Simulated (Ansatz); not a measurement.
# Direct or indirect: AlN (P6_3mc)

```
Al N
1.0
     3.11300    0.00000    0.00000
    -1.55650    2.69594    0.00000
     0.00000    0.00000    4.98100
Al N
2 2
Direct
  0.66667 0.33333 0.50000
  0.33333 0.66667 0.00000
  0.66667 0.33333 0.88000
  0.33333 0.66667 0.38000
```

Method: Ansatz, PBE, independent particles, without spin-orbit coupling, line width 0.1 eV (Gaussian). The band structure gives a fundamental gap of 4.21 eV. The spectrum of vertical transitions near the edge:

```csv
E (eV),"Im ε, E ∥ xy","Im ε, E ∥ z"
3.72,0.00,0.00
3.84,0.00,0.00
3.96,0.00,0.00
4.08,0.00,0.01
4.20,0.00,0.10
4.32,0.04,0.33
4.44,0.23,0.50
4.56,0.45,0.62
4.68,0.58,0.71
4.80,0.68,0.79
4.92,0.76,0.86
5.04,0.83,0.92
5.16,0.89,0.98
5.28,0.94,1.03
5.40,1.00,1.09
5.52,1.05,1.15
5.64,1.10,1.21
```

Is the gap direct or indirect, and about where do vertical transitions set in?

Direct: the band path has its least direct gap at the fundamental one, 4.21 eV, and the curves rise from there. Lines are broadened by 0.1 eV, which spreads the edge.

[Logs are printed without paths, hosts, clocks, repeated set-up lines and the standing remarks that a program may print on its own settings, such as how far it seeks lower states.]
